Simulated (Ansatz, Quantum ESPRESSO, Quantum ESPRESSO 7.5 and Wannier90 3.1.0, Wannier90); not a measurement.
## Ballistic channels from Wannier functions: zigzag Li chain, bond 2.95 Å, width 1.2 Å

How many channels does the wire offer, and does a small Wannier basis get them right? The wire: zigzag Li chain, bond 2.95 Å, width 1.2 Å.

Method: plane-wave DFT, PBE, GBRV ultrasoft pseudopotentials (cross-check by Ansatz 0.2.0 with PAW datasets), in Quantum ESPRESSO 7.5 and Wannier90 3.1.0.

This is a report of a sequence of runs, with most program output left out.

## (1) Starting point

The cell holds 2 atoms: 2 Li. Cell: a = 9.000 Å, b = 8.000 Å, c = 5.390 Å, α = 90.0°, β = 90.0°, γ = 90.0°. Vacuum lies along a and b. The structure's axis is c.

## (2) Self-consistent run

scf.in

```
&control
  prefix = 'scf'
  outdir = './out'
  pseudo_dir = './pseudo'
  calculation = 'scf'
  tprnfor = .true.
/
&system
  ibrav = 0
  nat = 2
  ntyp = 1
  ecutwfc = 34
  ecutrho = 170
  occupations = 'smearing'
  smearing = 'mv'
  degauss = 0.005
/
&electrons
  conv_thr = 1e-07
  mixing_beta = 0.4
  electron_maxstep = 120
  mixing_mode = 'local-TF'
/
ATOMIC_SPECIES
  Li  6.9400  li_pbe_v1.4.uspp.F.UPF
CELL_PARAMETERS angstrom
  9.00000000000000 0.00000000000000 0.00000000000000
  0.00000000000000 8.00000000000000 0.00000000000000
  0.00000000000000 0.00000000000000 5.38980519128475
ATOMIC_POSITIONS crystal
  Li  -0.066666666700 0.000000000000 0.000000000000
  Li  0.066666666700 0.000000000000 0.500000000000
K_POINTS automatic
  1 1 12 0 0 0
```

Started as:

```
> OMP_NUM_THREADS=1 mpirun -n 4 pw.x -nk 1 -in scf.in > scf.out
```

Elapsed: 4.7 s, on 4 MPI ranks of Intel Xeon at 2.60GHz (Ice Lake), shared host; peak memory 0.33 GiB.

This step gave:

| Property | Result |
| --- | --- |
| free energy | -391.8961 eV |
| Fermi energy | -2.566 eV |

The run needed 10 iterations to bring the estimated error under 1e-07 Ry; the largest force on any atom, held or free, is 0.16 eV/Å.

## (3) Full uniform mesh without symmetry

Wannier90 needs the states on a whole uniform mesh, listed point by point, without symmetry.

nscf.in is the input of step 2 with these lines changed:

```diff
@@ -1,7 +1,6 @@
 &control
-  prefix = 'scf'
+  prefix = 'nscf'
   outdir = './out'
   pseudo_dir = './pseudo'
-  calculation = 'scf'
-  tprnfor = .true.
+  calculation = 'nscf'
 /
@@ -16,5 +15,8 @@
   degauss = 0.005
+  nosym = .true.
+  noinv = .true.
+  nbnd = 31
 /
 &electrons
-  conv_thr = 1e-07
+  conv_thr = 1e-08
   mixing_beta = 0.4
@@ -22,2 +24,3 @@
   mixing_mode = 'local-TF'
+  diago_full_acc = .true.
 /
@@ -32,3 +35,9 @@
   Li  0.066666666700 0.000000000000 0.500000000000
-K_POINTS automatic
-  1 1 12 0 0 0
+K_POINTS crystal
+6
+  0.0000000000 0.0000000000 0.0000000000 0.1666666667
+  0.0000000000 0.0000000000 0.1666666667 0.1666666667
+  0.0000000000 0.0000000000 0.3333333333 0.1666666667
+  0.0000000000 0.0000000000 0.5000000000 0.1666666667
+  0.0000000000 0.0000000000 0.6666666667 0.1666666667
+  0.0000000000 0.0000000000 0.8333333333 0.1666666667
```

Started as:

```
> cp -r out/scf.save out/nscf.save
> cp out/scf.xml out/nscf.xml
> OMP_NUM_THREADS=1 mpirun -n 4 pw.x -nk 1 -in nscf.in > nscf.out
```

Run time: 9.2 s. Hardware: 4 MPI ranks; peak memory 0.25 GiB; 34 s of CPU time.

The program's own clock; routines nest. Time by routine:

| routine | wall time (s) | calls |
| --- | --- | --- |
| PWSCF | 8.5 | 1 |
| electrons | 7.58 | 1 |
| c_bands | 7.58 | 1 |
| cegterg | 7 | 32 |
| h_psi | 4.56 | 672 |
| vloc_psi | 4.3 | 672 |
| fftw | 3.93 | 14590 |
| init_run | 0.84 | 1 |
| cdiaghg | 0.68 | 640 |
| potinit | 0.42 | 1 |
| davcio | 0.41 | 12 |
| hinit0 | 0.37 | 1 |
| fft | 0.37 | 12 |
| ffts | 0.37 | 1 |

## (4) Neighbour list from wannier90 -pp, with num_wann = 2

A first try, with customary settings: the .win file sets projections and windows, and states in the frozen window are kept exactly.

wan_try.win

```
num_wann = 2
num_bands = 31
num_iter = 200
num_print_cycles = 20
conv_tol = 1e-8
conv_window = 5
guiding_centres = true
dis_num_iter = 1500
dis_conv_tol = 1e-8
dis_win_min = -13.5658
dis_win_max = 6.4342
dis_froz_max = -1.0658
search_shells = 120
fermi_energy = -2.5658

transport = true
transport_mode = bulk
one_dim_axis = z
dist_cutoff = 16.07
dist_cutoff_mode = one_dim
tran_win_min = -4.0
tran_win_max = 2.0
tran_energy_step = 0.02

bands_plot = true
bands_num_points = 96
begin kpoint_path
G 0.0 0.0 0.0 Z 0.0 0.0 0.5
end kpoint_path

begin projections
Li:s
end projections

begin unit_cell_cart
ang
  9.0000000000 0.0000000000 0.0000000000
  0.0000000000 8.0000000000 0.0000000000
  0.0000000000 0.0000000000 5.3898051913
end unit_cell_cart

begin atoms_frac
  Li -0.0666666667 0.0000000000 0.0000000000
  Li 0.0666666667 0.0000000000 0.5000000000
end atoms_frac

mp_grid = 1 1 6
begin kpoints
  0.0 0.0 0.0000000000
  0.0 0.0 0.1666666667
  0.0 0.0 0.3333333333
  0.0 0.0 0.5000000000
  0.0 0.0 0.6666666667
  0.0 0.0 0.8333333333
end kpoints
```

Started as:

```
> OMP_NUM_THREADS=1 wannier90.x -pp wan_try > wan_try.pp.log
```

Run time: 0.6 s. Hardware: 1 MPI rank; peak memory 0.08 GiB.

## (5) Overlaps and projections

The follow-up step for that run.

wan_try.p2w.in

```
&inputpp
  prefix = 'nscf'
  outdir = './out'
  seedname = 'wan_try'
  write_mmn = .true.
  write_amn = .true.
  write_unk = .false.
/
```

Started as:

```
> OMP_NUM_THREADS=1 mpirun -n 4 pw2wannier90.x -in wan_try.p2w.in > wan_try.p2w.out
```

Run time: 2.5 s. Hardware: 4 MPI ranks; peak memory 0.23 GiB.

## (6) Wannier functions and transport, with num_wann = 2

wan_try.win is that of step 4.

Started as:

```
> OMP_NUM_THREADS=1 wannier90.x wan_try > wan_try.run.log
```

It took 0.66 s on 1 MPI rank; peak memory 0.08 GiB.

The program refused the input before any cycle.

The fault put into the input: more states in the frozen window than Wannier functions (num_wann = 2).

The frozen window can't hold more states than there are functions: narrow it or add projections.

## (7) Neighbour list from wannier90 -pp

The cure tried: more projections, so that every state of the frozen window has its function.

The .win file sets projections and windows: states in the frozen window are kept exactly, the outer window gives room to disentangle.

wan.win is the input of step 6 with these lines changed:

```diff
@@ -1,2 +1,2 @@
-num_wann = 2
+num_wann = 8
 num_bands = 31
@@ -10,3 +10,3 @@
 dis_win_min = -13.5658
-dis_win_max = 6.4342
+dis_win_max = 17.4342
 dis_froz_max = -1.0658
@@ -31,3 +31,3 @@
 begin projections
-Li:s
+Li:s;p
 end projections
```

Started as:

```
> OMP_NUM_THREADS=1 wannier90.x -pp wan > wan.pp.log
```

The job ended after 0.58 s (1 MPI rank; peak memory 0.08 GiB).

## (8) Overlaps and projections

pw2wannier90.x computes the overlaps between neighbouring k-points and the projections.

wan.p2w.in is the input of step 5 with these lines changed:

```diff
@@ -3,3 +3,3 @@
   outdir = './out'
-  seedname = 'wan_try'
+  seedname = 'wan'
   write_mmn = .true.
```

Started as:

```
> OMP_NUM_THREADS=1 mpirun -n 4 pw2wannier90.x -in wan.p2w.in > wan.p2w.out
```

It took 3 s on 4 MPI ranks; peak memory 0.23 GiB.

## (9) Wannier functions and transport

After disentangling and localising, transport_mode = bulk builds principal layers from hoppings within dist_cutoff and counts open channels.

wan.win is that of step 7.

Started as:

```
> OMP_NUM_THREADS=1 wannier90.x wan > wan.run.log
```

It took 1.6 s on 1 MPI rank; peak memory 0.08 GiB.

Numbers from this step:

| Quantity | Value |
| --- | --- |
| lead channels at the Fermi level, one spin | 1.0000 |
| total spread | 19.29 Å² |
| gauge-invariant spread | 16.73 Å² |
| largest misfit to plane-wave levels between mesh points, inside the frozen window | 0.03018 eV |

Per spin. Table of quantum conductance of the perfect wire, open channels by energy, zero at the Fermi level:

| energy (eV) | quantum conductance of the perfect wire, open channels |
| --- | --- |
| -1.0200 | 9.4e-7 |
| -0.7600 | 1 |
| -0.5000 | 1 |
| -0.2600 | 1 |
| 0.0000 | 1 |
| 0.2400 | 1 |
| 0.5000 | 1 |
| 0.7400 | 1 |
| 1.0000 | 1 |
| 1.2400 | 1.00 |
| 1.5000 | 1.00 |
| 1.7400 | 3 |
| 2.0000 | 3.00 |

Wannier functions:

```csv
no.,x (Å),y (Å),z (Å),spread (Å²)
1,-0.1944,-0.9841,-0.003986,2.389
2,-1.454,-1.50e-5,0.8927,2.434
3,-1.453,9.20e-5,-0.8919,2.435
4,-0.1941,0.9839,-0.003887,2.388
5,0.1987,0.9811,2.699,2.388
6,1.454,7.00e-6,1.802,2.435
7,1.453,7.50e-5,3.587,2.435
8,0.1984,-0.9811,2.699,2.388
```

Electronic bands along the path, in eV, zero at the Fermi level; # counts the bands kept:

| point | #1 | #2 | #3 | #4 | #5 |
| --- | --- | --- | --- | --- | --- |
| Γ | -0.98 | 1.27 | 1.46 | 2.01 | 4.41 |
| halfway | -0.73 | 1.08 | 1.64 | 1.97 | 3.73 |
| Z | -0.01 | -0.01 | 2.50 | 2.50 | 3.09 |

Bands and channels are those of the Wannier model: bands that were not projected, and all outside the frozen window, are missing or only approximate.

## (10) Neighbour list from wannier90 -pp, with dist_cutoff = 6.47

How much does a setting matter? One run is repeated with a change.

wan_w.win is the input of step 9 with these lines changed:

```diff
@@ -18,3 +18,3 @@
 one_dim_axis = z
-dist_cutoff = 16.07
+dist_cutoff = 6.47
 dist_cutoff_mode = one_dim
```

Started as:

```
> OMP_NUM_THREADS=1 wannier90.x -pp wan_w > wan_w.pp.log
```

The job ended after 0.58 s (1 MPI rank; peak memory 0.08 GiB).

## (11) Overlaps and projections

The same post-processing, on the changed run.

wan_w.p2w.in

```
&inputpp
  prefix = 'nscf'
  outdir = './out'
  seedname = 'wan_w'
  write_mmn = .true.
  write_amn = .true.
  write_unk = .false.
/
```

Started as:

```
> OMP_NUM_THREADS=1 mpirun -n 4 pw2wannier90.x -in wan_w.p2w.in > wan_w.p2w.out
```

Run time: 3 s. Hardware: 4 MPI ranks; peak memory 0.23 GiB.

## (12) Localisation, bands and conductance, with dist_cutoff = 6.47

wan_w.win is the input of step 9 with these lines changed:

```diff
@@ -18,3 +18,3 @@
 one_dim_axis = z
-dist_cutoff = 16.07
+dist_cutoff = 6.47
 dist_cutoff_mode = one_dim
```

Started as:

```
> OMP_NUM_THREADS=1 wannier90.x wan_w > wan_w.run.log
```

The job ended after 1.5 s (1 MPI rank; peak memory 0.08 GiB).

The changed values were drawn from a wide range, not chosen for quality; the comparison shows what they did here together.

The total spread is 19.3 against 19.3 Å². Between −2 and 1.5 eV the channel count differs from the first run's at 2 % of the energies, and at the Fermi level it is 1 against 1. Spreads don't depend on this cutoff; only the transport does.

## (13) The same in Ansatz

A second code with its own PAW datasets, on the same atoms.

Level of this step: plane-wave DFT, PBE, Ansatz PAW (Ansatz 0.2.0).

input.yaml

```yaml
crystal:
  lattice:
    - [9.0, 0.0, 0.0]
    - [0.0, 8.0, 0.0]
    - [0.0, 0.0, 5.3898051913]
  atoms:
    - { symbol: Li, position: [-0.0666666667, 0.0, 0.0] }
    - { symbol: Li, position: [0.0666666667, 0.0, 0.5] }
kpoints:
  mp_grid: { grid: [1, 1, 12] }
hamiltonian:
  xc: pbe
scf:
  occupations: { method: fermi_dirac, width: 0.05 }
  convergence: { dr2_threshold: 1.0e-08 }
output:
  transmission:
    leads: [[0, 0]]
    e_range: [-4.0, 2.0]
    de: 0.05
    kmesh: [1, 1]
    reduced_basis: true
```

Started as:

```
> ansatz run input.yaml --threads 4 --pin off --max-ram 12288MiB --backend cpu --events-out ev --progress --plain --runs-dir out
```

It took 14 s on 4 threads; peak memory 0.61 GiB.

Numbers from this step:

| Item | Value |
| --- | --- |
| free energy | -407.4753 eV |
| energy at zero smearing | -407.4692 eV |
| smearing term TS | 0.01205 eV |
| Fermi energy | -2.567 eV |
| symmetry operations | 8 |
| lead channels at the Fermi level, one spin | 1 |

Per spin. The open channels by energy, zero at the Fermi level:

| energy (eV) | open channels |
| --- | --- |
| -1.0000 | 0 |
| -0.7500 | 1 |
| -0.5000 | 1 |
| -0.2500 | 1 |
| 0.0000 | 1 |
| 0.2500 | 1 |
| 0.5000 | 1 |
| 0.7500 | 1 |
| 1.0000 | 1 |
| 1.2500 | 1 |
| 1.5000 | 1 |
| 1.7500 | 3 |
| 2.0000 | 2 |

## (14) A check by hand

1 channel × 77.48 µS = 77 µS, a two-terminal resistance of 12.906/1 = 12.91 kΩ whatever the wire's length, as long as nothing scatters.

## (15) Summary of results

```json
{
 "open channels at the Fermi level, per spin": "1",
 "total spread": "19.3 Å²",
 "gauge-invariant spread": "16.7 Å²",
 "largest band misfit in the frozen window": "0.0302 eV",
 "channels at the Fermi level by Ansatz": "1"
}
```

The wire offers 1 channel per spin at the Fermi level. Between -4 and 1.5 eV the channel count from Wannier functions equals that from Ansatz's layer matching at 100 % of the energies; outside the frozen window the Wannier bands are not held to the plane-wave ones. Each plane-wave level in the frozen window has a Wannier level within 0.04 eV; this test doesn't see extra bands that a model may add. The wire is perfect, so the conductance only counts bands: each channel, with its partner of the other spin, carries G₀ = 2e²/h. It was run without spin polarisation, which was not tested.

[Logs are printed without paths, hosts, clocks, repeated set-up lines and the standing remarks that a program may print on its own settings, such as how far it seeks lower states.]

[Hosts, paths, dates, database ids (printed as entryN), source tags and the programs' standing remarks are cut or masked in the printed files.]

[Maps of the electrostatic potential energy from Ansatz leave out the sawtooth potential of an applied field or a dipole correction, so their vacuum need not be flat; planar profiles and work functions include it.]
